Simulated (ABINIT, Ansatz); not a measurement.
# A GW run on La2O3 (P-3m1) in ABINIT, with inputs changed, part 2 of 2

Aim: change inputs of a GW run on La2O3 (P-3m1) and see what moves.

ABINIT 10.8.3; PBE and many-body steps on it, plane waves. Known limits of the many-body steps: not at the basis limit; no spin-orbit coupling; coarse k mesh.

So far. Step 2 (Screening, 3×3×2 mesh, 186 bands, screening to 176.9 eV): Local fields lower ε∞ by 8 %. On a Γ-centred mesh this coarse the value itself is usually too large, while a short band sum pulls it down. Step 3 (Base): The gap on the mesh goes from 3.94 eV to 5.08 eV, a correction of +1.14 eV.

**4. Scissors in G**

Level of this step: G0W0 on PBE, plane waves, norm-conserving pseudopotentials (ABINIT).

File run.abi:

```
acell 3*1.0 Angstrom
rprim 
  3.930777878010 -0.000000000002 0.000000000000
  -1.965388939003 3.404153498992 0.000000000000
  0.000000000000 0.000000000000 6.111953520000
ntypat 2
znucl 57 8
natom 5
typat 1 1 2 2 2
xred 
  0.666666666667 0.333333333333 0.753764320000
  0.333333333333 0.666666666667 0.246235680000
  0.666666666667 0.333333333333 0.354109350000
  0.333333333333 0.666666666667 0.645890650000
  -0.000000000000 -0.000000000000 0.000000000000
pp_dirpath "pseudos"
pseudos "La.upf, O.upf"
ecut 50
ngkpt 3 3 2
nshiftk 1
shiftk 0 0 0
kptopt 1
chksymbreak 0
istwfk *1
occopt 1
irdwfk 1
optdriver 4
nband 186
gwcalctyp 0
ecutsigx 50
symsigma 1
nkptgw 3
kptgw 
  0.3333333333 0.0000000000 0.5000000000
  0.3333333333 0.3333333333 0.0000000000
  0.0000000000 0.0000000000 0.0000000000
bdgw 
  19 22
  19 23
  18 23
ecuteps 6.5
irdscr 1
ppmodel 1
mbpt_sciss 0.5 eV
indata_prefix "in"
outdata_prefix "out"
tmpdata_prefix "tmp"
```

Launch:

```sh
$ OMP_NUM_THREADS=1 mpirun -n 8 abinit run.abi > log
```

What it wrote:

```text
.Version 10.8.3 of ABINIT. v10.8.2 released Aug 2026.

 Symmetries : space group P-3 m 1 (#164); Bravais hP (primitive hexag.)
[... echo of the input left out ...]
== DATASET  1 ==================================================================
-   mpi_nproc: 8, omp_nthreads: 1 (-1 if OMP is not activated)

--- !DatasetInfo
iteration_state: {dtset: 1, }
dimensions: {natom: 5, nkpt: 6, mband: 186, nsppol: 1, nspinor: 1, nspden: 1, mpw: 9367, }
cutoff_energies: {ecut:  50.0, pawecutdg:  -1.0, }
electrons: {nelect:   4.00000000E+01, charge:   0.00000000E+00, occopt:   1.00000000E+00, tsmear:   1.00000000E-02, }

 SIGMA: Calculation of the GW corrections

 Based on a program developped by R.W. Godby, V. Olevano, G. Onida, and L. Reining.
 Incorporated in ABINIT by V. Olevano, G.-M. Rignanese, and M. Torrent.
.Using double precision arithmetic ; gwpc =  8

[... cell and pseudopotentials left out ...]
--------------------------------------------------------------------------------

 ==== K-mesh for the wavefunctions ====
 Number of points in the irreducible wedge :     6
[... list of points left out ...]
 Together with 12 symmetry operations and time-reversal symmetry
 yields    18 points in the full Brillouin Zone.

 ==== Q-mesh for screening function ====
 Number of points in the irreducible wedge :     6
[... list of points left out ...]
 Together with 12 symmetry operations and time-reversal symmetry
 yields    18 points in the full Brillouin Zone.

 vcoul_init : cutoff-mode = AUXILIARY_FUNCTION
 q-points for optical limit:   1
     1)      0.000010    0.000020    0.000030
 setmesh: FFT mesh size selected  =    45x   45x   75
          total number of points  =       151875

 Number of electrons calculated from density =   40.0000; Expected =   40.0000
[...]
number of plane-waves for wavefunctions          9367
 number of bands                                   186
 number of q-points in IBZ                           6
 number of frequencies                               2
 number of real frequencies                          1
 number of imag frequencies                          1

 matrix elements of self-energy operator (all in [eV])

 Perturbative Calculation

--- !SelfEnergy_ee
iteration_state: {dtset: 1, }
kpoint     : [   0.333,    0.000,    0.500, ]
spin       : 1
KS_gap     :    4.466
QP_gap     :    6.937
Delta_QP_KS:    2.472
data: !SigmaeeData |
     Band     E0 <VxcDFT>   SigX SigC(E0)      Z dSigC/dE  Sig(E)    E-E0       E
       19   5.682 -18.475 -23.105   4.374   0.771  -0.298 -18.672  -0.197   5.485
       20   5.935 -18.990 -23.520   4.326   0.772  -0.296 -19.147  -0.158   5.777
       21  10.400 -13.777  -5.562  -5.465   0.806  -0.240 -11.463   2.314  12.714
[...]
--- !SelfEnergy_ee
iteration_state: {dtset: 1, }
kpoint     : [   0.333,    0.333,    0.000, ]
spin       : 1
KS_gap     :    3.982
QP_gap     :    5.201
Delta_QP_KS:    1.219
data: !SigmaeeData |
     Band     E0 <VxcDFT>   SigX SigC(E0)      Z dSigC/dE  Sig(E)    E-E0       E
[...]
--- !SelfEnergy_ee
iteration_state: {dtset: 1, }
kpoint     : [   0.000,    0.000,    0.000, ]
spin       : 1
KS_gap     :    4.412
QP_gap     :    6.577
Delta_QP_KS:    2.165
data: !SigmaeeData |
     Band     E0 <VxcDFT>   SigX SigC(E0)      Z dSigC/dE  Sig(E)    E-E0       E
[...]
22  10.583 -12.686  -4.857  -5.547   0.813  -0.230 -10.737   1.949  12.532
       23  10.583 -12.686  -4.857  -5.547   0.813  -0.230 -10.737   1.949  12.532

== END DATASET(S) ==============================================================
================================================================================

 -outvars: echo values of variables after computation  --------
           etotal      0.0000000000E+00
            nband         186
             nkpt           6
          spgroup         164
 [... the other variables as echoed above ...]

 Calculation completed.
```

It took 18 s on 8 MPI ranks of AMD EPYC 9R45, shared host; peak memory 2.3 GiB; 2.4 min of CPU time.

This step gave:

```
G0W0 gap on the points computed              : 5.141 eV
starting gap on the mesh                     : 3.940 eV
k of the valence top                         : 0.3333, 0, 0.5
k of the conduction bottom                   : 0.3333, 0.3333, 0
Z at the valence top                         : 0.772
Z at the conduction bottom                   : 0.827
least direct G0W0 gap on the computed points : 5.201 eV
```

**5. Screening cutoff above the file's**

run.abi, as its differences from that of step 4:

```diff
@@ -40,6 +40,5 @@
   18 23
-ecuteps 6.5
+ecuteps 26
 irdscr 1
 ppmodel 1
-mbpt_sciss 0.5 eV
 indata_prefix "in"
```

What it wrote:

```text
.Version 10.8.3 of ABINIT. v10.8.2 released Aug 2026.

 Symmetries : space group P-3 m 1 (#164); Bravais hP (primitive hexag.)
[... echo of the input left out ...]
== DATASET  1 ==================================================================
-   mpi_nproc: 8, omp_nthreads: 1 (-1 if OMP is not activated)

--- !DatasetInfo
iteration_state: {dtset: 1, }
dimensions: {natom: 5, nkpt: 6, mband: 186, nsppol: 1, nspinor: 1, nspden: 1, mpw: 9367, }
cutoff_energies: {ecut:  50.0, pawecutdg:  -1.0, }
electrons: {nelect:   4.00000000E+01, charge:   0.00000000E+00, occopt:   1.00000000E+00, tsmear:   1.00000000E-02, }

 SIGMA: Calculation of the GW corrections

 Based on a program developped by R.W. Godby, V. Olevano, G. Onida, and L. Reining.
 Incorporated in ABINIT by V. Olevano, G.-M. Rignanese, and M. Torrent.
.Using double precision arithmetic ; gwpc =  8

[... cell and pseudopotentials left out ...]
--------------------------------------------------------------------------------

 ==== K-mesh for the wavefunctions ====
 Number of points in the irreducible wedge :     6
[... list of points left out ...]
 Together with 12 symmetry operations and time-reversal symmetry
 yields    18 points in the full Brillouin Zone.

 ==== Q-mesh for screening function ====
 Number of points in the irreducible wedge :     6
[... list of points left out ...]
 Together with 12 symmetry operations and time-reversal symmetry
 yields    18 points in the full Brillouin Zone.

 vcoul_init : cutoff-mode = AUXILIARY_FUNCTION
 q-points for optical limit:   1
     1)      0.000010    0.000020    0.000030
 setmesh: FFT mesh size selected  =    45x   45x   75
          total number of points  =       151875

 Number of electrons calculated from density =   40.0000; Expected =   40.0000
[...]
number of plane-waves for wavefunctions          9367
 number of bands                                   186
 number of q-points in IBZ                           6
 number of frequencies                               2
 number of real frequencies                          1
 number of imag frequencies                          1

 matrix elements of self-energy operator (all in [eV])

 Perturbative Calculation

--- !SelfEnergy_ee
iteration_state: {dtset: 1, }
kpoint     : [   0.333,    0.000,    0.500, ]
spin       : 1
KS_gap     :    4.466
QP_gap     :    6.867
Delta_QP_KS:    2.402
data: !SigmaeeData |
     Band     E0 <VxcDFT>   SigX SigC(E0)      Z dSigC/dE  Sig(E)    E-E0       E
       19   5.682 -18.475 -23.105   4.350   0.770  -0.299 -18.691  -0.215   5.467
       20   5.935 -18.990 -23.520   4.301   0.771  -0.297 -19.166  -0.177   5.758
       21  10.400 -13.777  -5.562  -5.454   0.806  -0.241 -11.552   2.225  12.625
[...]
--- !SelfEnergy_ee
iteration_state: {dtset: 1, }
kpoint     : [   0.333,    0.333,    0.000, ]
spin       : 1
KS_gap     :    3.982
QP_gap     :    5.144
Delta_QP_KS:    1.162
data: !SigmaeeData |
     Band     E0 <VxcDFT>   SigX SigC(E0)      Z dSigC/dE  Sig(E)    E-E0       E
[...]
--- !SelfEnergy_ee
iteration_state: {dtset: 1, }
kpoint     : [   0.000,    0.000,    0.000, ]
spin       : 1
KS_gap     :    4.412
QP_gap     :    6.510
Delta_QP_KS:    2.097
data: !SigmaeeData |
     Band     E0 <VxcDFT>   SigX SigC(E0)      Z dSigC/dE  Sig(E)    E-E0       E
[...]
22  10.583 -12.686  -4.857  -5.539   0.813  -0.230 -10.825   1.862  12.444
       23  10.583 -12.686  -4.857  -5.539   0.813  -0.230 -10.825   1.862  12.444

== END DATASET(S) ==============================================================
================================================================================

 -outvars: echo values of variables after computation  --------
           etotal      0.0000000000E+00
            nband         186
             nkpt           6
          spgroup         164
 [... the other variables as echoed above ...]

 Calculation completed.
```

Wall time 18 s (8 MPI ranks); peak memory 2.3 GiB; 2.4 min of CPU time.

The run ended normally, though the input holds a fault or crude settings.

The fault put into this input: screening cutoff above the file's. It printed a gap of 5.08 eV, the value of the sound run: the program fell back on what its files hold, so an unchanged gap is no proof of convergence.

**6. The runs together**

Times are wall times on 8 MPI ranks of AMD EPYC 9R45, shared host, good to a factor of about two. A run's time includes the screening step that it read.

| run | mesh | bands | screening cutoff (eV) | DFT gap (eV) | gap on the mesh (eV) | direct (eV) | ε∞ used | time |
| --- | --- | --- | --- | --- | --- | --- | --- | --- |
| base | 3×3×2 | 186 | 176.9 | 3.940 | 5.084 | 5.144 | 4.56 | 37 s |
| scissors in G | 3×3×2 | 186 | 176.9 | 3.940 | 5.141 | 5.201 | 4.56 | 37 s |

**7. Results**

| Item | Value |
| --- | --- |
| base | 5.084 eV |
| scissors in G | 5.141 eV |
| known limits | not at the basis limit; no spin-orbit coupling; coarse k mesh |

Scissors in G: +0.057 eV against base (keys changed: mbpt_sciss). Bands and cutoff are finite, so the gap is not at the basis limit. The miss can reach some tenths of an eV and take either sign; the mesh is an error of its own. In the G0W0 runs levels were corrected at 3 k points alone, so a gap called «on the mesh» is the least over those, and an edge elsewhere would be missed. A denser mesh or path gives a starting gap of 3.85 eV: the GW mesh misses a band edge, so its gaps are not the fundamental one. The 3×3×2 mesh is coarse for this cell, which bears on the long-range parts of exchange and screening. The many-body steps are scalar-relativistic: spin-orbit coupling is not in them.

[Paths, hosts, dates, memory and timing lines, banners, echoed tables and standing remarks are left out of the program output.]

[Logs are printed without paths, hosts, clocks, repeated set-up lines and the standing remarks that a program may print on its own settings, such as how far it seeks lower states.]

[Runs of the session that timed out or met a known fault of the program may be left out.]

[Hosts, paths, dates, database ids (printed as entryN), source tags and the programs' standing remarks are cut or masked in the printed files.]

[G0W0 gaps are taken among the corrected bands and points alone; a level outside them can change the order at an edge.]

[Where Ansatz stands beside ABINIT at settings called matched, ABINIT's density can come from a denser mesh and the files from another edition; pairs whose starting gaps differed by over 0.03 eV were left out, so agreement reads better than it is.]
